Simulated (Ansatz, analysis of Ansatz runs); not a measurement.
## Moving an added electron between V sites in VPO5 (Cc)

Question: does an added electron stay on the V atom where it is started in VPO5 (Cc), and if so, how high is the barrier for a hop to another V site nearby? Model: a cell of 56 host atoms.

Calculated with Ansatz 0.2.0; plane-wave PAW DFT, PBEsol+U; relaxation of all atoms of a supercell at fixed charge in a uniform background; PAW set soft_1.

This is a report of a sequence of runs, with most program output left out.

In doubt: warnings of the run leave room for a lower electronic state (Ansatz), so energies may not be the lowest and differences between runs may mislead.

## 1. The structure

The cell holds 56 atoms: 8 V, 8 P and 40 O. Its edges and angles: a = 10.102 Å, b = 7.649 Å, c = 10.074 Å, α = 67.9°, β = 75.3°, γ = 67.5°. It derives from VPO5 (space group Cc). Nearest the centre at fractional (0.500, 0.213, 0.750): O56 at 0.77 Å, V8 at 1.92 Å, V2 at 1.92 Å, O22 at 2.02 Å, O18 at 2.31 Å, O44 at 2.40 Å, O34 at 2.43 Å, P10 at 2.63 Å.

Hubbard terms: V d 4.5 eV. They were chosen, not fitted, to curb self-interaction in the shells named, the trial site's among them. The two sites are V8 and V2. The cell's shortest repeat is 7.6 Å.

## 2. The cell without the carrier

The neutral cell is relaxed first, from small random displacements, so that bond lengths and moments with the carrier can be set beside those of a relaxed cell without it.

neutral.relax/input.yaml

```yaml
crystal:
  lattice:
    - [-3.25098235, 7.01293226, 6.50374092]
    - [3.98173003, 0.0, 6.53106132]
    - [7.23271238, 7.01293226, 0.0273204]
  atoms:
    - { symbol: V, position: [0.491229, 0.971905, 0.241008] }
    - { symbol: V, position: [0.491229, 0.971905, 0.741008] }
    - { symbol: V, position: [0.991229, 0.471905, 0.241008] }
    - { symbol: V, position: [0.991229, 0.471905, 0.741008] }
    - { symbol: V, position: [0.008992, 0.954142, 0.258771] }
    - { symbol: V, position: [0.008992, 0.954142, 0.758771] }
    - { symbol: V, position: [0.508992, 0.454142, 0.258771] }
    - { symbol: V, position: [0.508992, 0.454142, 0.758771] }
[... 44 atom lines left out ...]
    - { symbol: O, position: [0.046051, 0.722343, 0.29545] }
    - { symbol: O, position: [0.046051, 0.722343, 0.79545] }
    - { symbol: O, position: [0.546051, 0.222343, 0.29545] }
    - { symbol: O, position: [0.546051, 0.222343, 0.79545] }
basis:
  ecutwfc: 420
  xc_grid: 2
hamiltonian:
  xc: pbesol
  hubbard:
    sites: [{ species: V, l: d, u_eff: 4.5 }]
    projectors: ortho-atomic
  pseudopotentials: { kind: paw, azcp: { folder: soft_1 }, xc_functional: pbe }
kpoints:
  mp_grid: { grid: [1, 1, 1] }
scf:
  occupations: { method: fermi_dirac, width: 0.01 }
  max_iter: 120
  lower_state_search: "off"
output:
  forces: true
relax:
  f_tol: 0.02
  max_steps: 70
  random_displacement: { amplitude: 0.04, seed: 8708 }
checkpoint:
  write: "../neutral.relax.run"
  compress: false
  write_wavefunctions: true
  write_every: 100000
```

The run is started by

```console
> ansatz run input.yaml --threads 32 --pin off --max-ram 84787MiB --backend cuda --events-out ev --progress --plain --runs-dir out --max-vram 78GiB
```

It took 3.4 s on 1 × NVIDIA GB200 with 32 threads of Arm Neoverse V2, shared host; peak memory 1.1 GiB; 13 s of CPU time.

The largest displacement from an ideal site is 0.042 Å.

## 3. The electron on the first site

The nearest neighbour or neighbours of the site start displaced and the site's starting moment is changed by the carrier's spin, since a carrier doesn't trap itself in the undistorted lattice.

A.relax/input.yaml

```yaml
crystal:
  lattice:
    - [-3.25098235, 7.01293226, 6.50374092]
    - [3.98173003, 0.0, 6.53106132]
    - [7.23271238, 7.01293226, 0.0273204]
  atoms:
    - { symbol: V, position: [0.490512, 0.969824, 0.240143] }
    - { symbol: V, position: [0.490406, 0.969626, 0.739979] }
    - { symbol: V, position: [0.990391, 0.469832, 0.24032] }
    - { symbol: V, position: [0.990467, 0.469669, 0.740049] }
    - { symbol: V, position: [0.010779, 0.949433, 0.260259] }
    - { symbol: V, position: [0.010501, 0.949601, 0.760333] }
    - { symbol: V, position: [0.510583, 0.449896, 0.260267] }
    - { symbol: V, position: [0.510502, 0.449464, 0.760442], spin: 1.0 }
[... 44 atom lines left out ...]
    - { symbol: O, position: [0.049947, 0.717956, 0.297865] }
    - { symbol: O, position: [0.049538, 0.718134, 0.798145] }
    - { symbol: O, position: [0.549654, 0.218426, 0.298051] }
    - { symbol: O, position: [0.55434, 0.188618, 0.802515] }
total_charge: -1
basis:
  ecutwfc: 420
  xc_grid: 2
hamiltonian:
  xc: pbesol
  hubbard:
    sites: [{ species: V, l: d, u_eff: 4.5 }]
    projectors: ortho-atomic
  pseudopotentials: { kind: paw, azcp: { folder: soft_1 }, xc_functional: pbe }
kpoints:
  mp_grid: { grid: [1, 1, 1] }
magnetization:
  spin_polarized: true
  initial_magnetization: 1
  spin_locking: { lock_magnetization: hard }
scf:
  occupations: { method: fermi_dirac, width: 0.01 }
  max_iter: 120
  lower_state_search: "off"
output:
  forces: true
relax:
  f_tol: 0.015
  max_steps: 70
  escape_saddle: false
checkpoint:
  write: "../A.relax.run"
  compress: false
  write_wavefunctions: true
  write_every: 100000
```

Run time: 10 s. Hardware: 1 × NVIDIA GB200 with 32 threads; peak memory 1.1 GiB.

Step by step:

| step | energy less that of the first step (eV) | largest force component (eV/Å) |
| --- | --- | --- |
| 1 | 0.0000 | 8.9088 |
| 2 | -2.4952 | 3.7206 |
| 3 | -2.2293 | 5.7145 |
| 4 | -3.2938 | 0.8690 |
| 5 | -3.3409 | 0.2565 |
| 6 | -3.3527 | 0.0985 |
| 7 | -3.3578 | 0.0498 |
| 8 | -3.3499 | 0.2538 |
| 9 | -3.3606 | 0.0198 |
| 10 | -3.3609 | 0.0163 |
| 11 | -3.3611 | 0.0160 |
| 12 | -3.3612 | 0.0093 |

Relaxation steps 3, 8 were tried and not accepted.

The atoms that moved most (Å):

| atom | dx | dy | dz | length |
| --- | --- | --- | --- | --- |
| O46 | -0.165 | -0.012 | 0.025 | 0.168 |
| O40 | 0.131 | 0.030 | -0.090 | 0.162 |
| O28 | -0.023 | -0.126 | -0.084 | 0.153 |
| O18 | 0.010 | 0.122 | 0.036 | 0.127 |
| O56 | 0.012 | -0.099 | 0.049 | 0.111 |
| V8 | -0.053 | 0.031 | -0.068 | 0.092 |
| V2 | 0.037 | 0.031 | 0.061 | 0.078 |
| O50 | 0.049 | 0.024 | 0.054 | 0.077 |

The moves above count from the input, in which the site's nearest neighbours were already displaced; the distances below compare with the cell without the carrier.

Distances from V8 without and with the electron:

| atom | without (Å) | with (Å) |
| --- | --- | --- |
| O56 | 1.57 | 1.60 |
| O18 | 1.86 | 1.95 |
| O28 | 1.89 | 1.95 |
| O46 | 1.89 | 1.95 |
| O40 | 1.90 | 1.96 |

The largest changes of the moments are 0.71 μB on V8, -0.11 μB on O56 and 0.03 μB on V7. The largest part sits on the chosen site.

## 4. The electron on the second site

The same start is made on the second site, to get the end of the hop.

B.relax/input.yaml

```yaml
crystal:
  lattice:
    - [-3.25098235, 7.01293226, 6.50374092]
    - [3.98173003, 0.0, 6.53106132]
    - [7.23271238, 7.01293226, 0.0273204]
  atoms:
    - { symbol: V, position: [0.490512, 0.969824, 0.240143] }
    - { symbol: V, position: [0.490406, 0.969626, 0.739979], spin: 1.0 }
[... 5 atom lines left out ...]
    - { symbol: V, position: [0.510502, 0.449464, 0.760442] }
[... 9 atom lines left out ...]
    - { symbol: O, position: [0.382494, 0.536834, 0.62765] }
[... 3 atom lines left out ...]
    - { symbol: O, position: [0.35929, 0.236029, 0.614642] }
[... 21 atom lines left out ...]
    - { symbol: O, position: [0.665275, 0.021185, 0.583143] }
[... 11 atom lines left out ...]
    - { symbol: O, position: [0.54976, 0.218001, 0.797969] }
total_charge: -1
basis:
  ecutwfc: 420
  xc_grid: 2
hamiltonian:
  xc: pbesol
  hubbard:
    sites: [{ species: V, l: d, u_eff: 4.5 }]
    projectors: ortho-atomic
  pseudopotentials: { kind: paw, azcp: { folder: soft_1 }, xc_functional: pbe }
kpoints:
  mp_grid: { grid: [1, 1, 1] }
magnetization:
  spin_polarized: true
  initial_magnetization: 1
  spin_locking: { lock_magnetization: hard }
scf:
  occupations: { method: fermi_dirac, width: 0.01 }
  max_iter: 120
  lower_state_search: "off"
output:
  forces: true
relax:
  f_tol: 0.015
  max_steps: 70
  escape_saddle: false
checkpoint:
  write: "../B.relax.run"
  compress: false
  write_wavefunctions: true
  write_every: 100000
```

Wall time 11 s (1 × NVIDIA GB200 with 32 threads); peak memory 1.1 GiB; 47 s of CPU time.

Distances from V2 without and with the electron:

| atom | without (Å) | with (Å) |
| --- | --- | --- |
| O50 | 1.57 | 1.60 |
| O32 | 1.86 | 1.95 |
| O22 | 1.89 | 1.96 |
| O34 | 1.89 | 1.95 |
| O44 | 1.90 | 1.96 |

The largest changes of the moments are 0.71 μB on V2, -0.11 μB on O50 and 0.03 μB on V4. The largest part sits on the chosen site.

## 5. Points on the line between the two structures

All atoms move on the straight line between the two relaxed structures, 2.48 amu^1/2 Å long in mass-weighted terms. Each point starts from the state of the point before, once from either end, so that both localised states can be followed; the midpoint is also started with the carrier shared.

A.x0500/input.yaml

```yaml
crystal:
  lattice:
    - [-3.25098235, 7.01293226, 6.50374092]
    - [3.98173003, 0.0, 6.53106132]
    - [7.23271238, 7.01293226, 0.0273204]
  atoms:
    - { symbol: V, position: [0.490217, 0.97072, 0.240485] }
    - { symbol: V, position: [0.490796, 0.968613, 0.7398] }
[... 5 atom lines left out ...]
    - { symbol: V, position: [0.511038, 0.448463, 0.759994], spin: 1.0 }
[... 9 atom lines left out ...]
    - { symbol: O, position: [0.380373, 0.541621, 0.622869] }
[... 3 atom lines left out ...]
    - { symbol: O, position: [0.367421, 0.213193, 0.626238] }
[... 21 atom lines left out ...]
    - { symbol: O, position: [0.64998, 0.018935, 0.593569] }
[... 11 atom lines left out ...]
    - { symbol: O, position: [0.547801, 0.215374, 0.795971] }
total_charge: -1
basis:
  ecutwfc: 420
  xc_grid: 2
hamiltonian:
  xc: pbesol
  hubbard:
    sites: [{ species: V, l: d, u_eff: 4.5 }]
    projectors: ortho-atomic
  pseudopotentials: { kind: paw, azcp: { folder: soft_1 }, xc_functional: pbe }
kpoints:
  mp_grid: { grid: [1, 1, 1] }
magnetization:
  spin_polarized: true
  initial_magnetization: 1
  spin_locking: { lock_magnetization: hard }
scf:
  occupations: { method: fermi_dirac, width: 0.01 }
  max_iter: 120
  lower_state_search: "off"
output:
  forces: true
  eigenvalues: true
  eigenstates: { localisation: true }
  write_density: true
  write_potential: true
  volumetric_format: npy
checkpoint:
  read: "../A.x0375.run"
  write: "../A.x0500.run"
  compress: false
  write_wavefunctions: true
  write_every: 100000
```

Run time: 2 s. Hardware: 1 × NVIDIA GB200 with 32 threads; peak memory 1.1 GiB; 7.1 s of CPU time.

From eigenstates.tsv, first k-point; energies on the run's zero. The participation number counts the atoms that a state is spread over, of 56; bands count from 0.

| spin | band | energy (eV) | occupation | participation | largest share on | share |
| --- | --- | --- | --- | --- | --- | --- |
| down | 186 | 4.036 | 1.00 | 14.8 | O40 | 0.12 |
| down | 187 | 4.181 | 1.00 | 11.5 | O28 | 0.20 |
| down | 188 | 4.197 | 1.00 | 22.9 | O28 | 0.11 |
| down | 189 | 4.265 | 1.00 | 16.2 | O28 | 0.15 |
| down | 190 | 4.429 | 1.00 | 13.8 | O56 | 0.16 |
| down | 191 | 4.552 | 1.00 | 12.2 | O18 | 0.17 |
| down | 192 | 6.383 | 0.00 | 6.7 | V6 | 0.24 |
| down | 193 | 6.477 | 0.00 | 5.2 | V2 | 0.39 |
| down | 194 | 6.598 | 0.00 | 5.7 | V1 | 0.28 |
| down | 195 | 6.851 | 0.00 | 7.0 | V4 | 0.25 |
| down | 196 | 6.935 | 0.00 | 7.2 | V4 | 0.28 |
| up | 187 | 4.194 | 1.00 | 20.1 | O28 | 0.14 |
| up | 188 | 4.203 | 1.00 | 14.0 | O28 | 0.18 |
| up | 189 | 4.269 | 1.00 | 15.0 | O28 | 0.16 |
| up | 190 | 4.455 | 1.00 | 12.8 | O56 | 0.17 |
| up | 191 | 4.539 | 1.00 | 12.1 | O46 | 0.18 |
| up | 192 | 5.465 | 1.00 | 3.2 | V8 | 0.53 |
| up | 193 | 6.341 | 0.00 | 4.3 | V2 | 0.43 |
| up | 194 | 6.435 | 0.00 | 7.0 | V5 | 0.27 |
| up | 195 | 6.561 | 0.00 | 7.7 | V1 | 0.23 |
| up | 196 | 6.756 | 0.00 | 5.9 | V7 | 0.35 |
| up | 197 | 6.876 | 0.00 | 9.3 | V6 | 0.18 |

Under PBEsol+U (4.5 eV) at the zone centre alone, the highest filled state is spin up, spread over 3 of 56 atoms, and the lowest empty one, 0.88 eV above it, is spin up, spread over 4 of 56 atoms.

The largest moments in the atoms' spheres: V8 0.68, O56 -0.10, V7 0.07, V2 0.02, O55 -0.01, O17 -0.01 μB.

Free energies from the first end:

| started from | fraction | energy (eV) | moment change on V8 (μB) | on V2 (μB) |
| --- | --- | --- | --- | --- |
| first site | 0 | 0.000 | 0.71 | 0.00 |
| first site | 0.125 | 0.017 | 0.70 | 0.01 |
| first site | 0.25 | 0.066 | 0.70 | 0.01 |
| first site | 0.375 | 0.146 | 0.69 | 0.01 |
| first site | 0.5 | 0.255 | 0.68 | 0.02 |
| first site | 0.625 | 0.391 | 0.66 | 0.03 |
| second site | 0.875 | 0.016 | 0.01 | 0.70 |
| second site | 0.75 | 0.065 | 0.01 | 0.70 |
| second site | 0.625 | 0.144 | 0.01 | 0.69 |
| second site | 0.5 | 0.252 | 0.02 | 0.68 |
| second site | 0.375 | 0.388 | 0.03 | 0.66 |
| shared | 0.5 | 0.358 | 0.45 | 0.45 |
| second site | 1 | 0.000 | 0.00 | 0.71 |

## 6. What came out

| Quantity | Value |
| --- | --- |
| barrier forward | 0.25 eV |
| barrier backward | 0.25 eV |
| distance of the two sites without the carrier | 3.83 Å |
| carrier at the midpoint | on one site |

What this shows: On this line the electron must cross 0.25 eV to hop 3.83 Å; both ends have the same energy within 0.005 eV. At the midpoint the lowest state found keeps the carrier on one site. With an assumed attempt frequency of 1e13 per second the rate at 300 K would be 6e+08 per second for this barrier, if every crossing succeeded. A straight line need not be the lowest path, so the true barrier at this U can be lower, or higher if the ends can still break their symmetry. The second site lies about half a repeat away: the first meets it and its image at 3.83 and 3.84 Å, so the cell models a chain, and nothing is concluded on the coupling of a single pair. No run compares the localised electron with one spread in the band, so its binding is unknown and the barrier may exceed it. The program's search for lower electronic states was switched off in all runs, so that each state is followed; none is shown to be the lowest at its structure. No image-charge correction is applied; it nearly cancels along the line while the charge stays localised. Limits: sampling at the zone centre alone can move energies of charged and open-shell states by tenths of an eV or more in cells of this size; the images are only 7.6 Å apart; gap and trapping depend on the U chosen (V d 4.5 eV).

[Logs are printed without paths, hosts, clocks, repeated set-up lines and the standing remarks that a program may print on its own settings, such as how far it seeks lower states.]

[Hosts, paths, dates, database ids (printed as entryN), source tags and the programs' standing remarks are cut or masked in the printed files.]
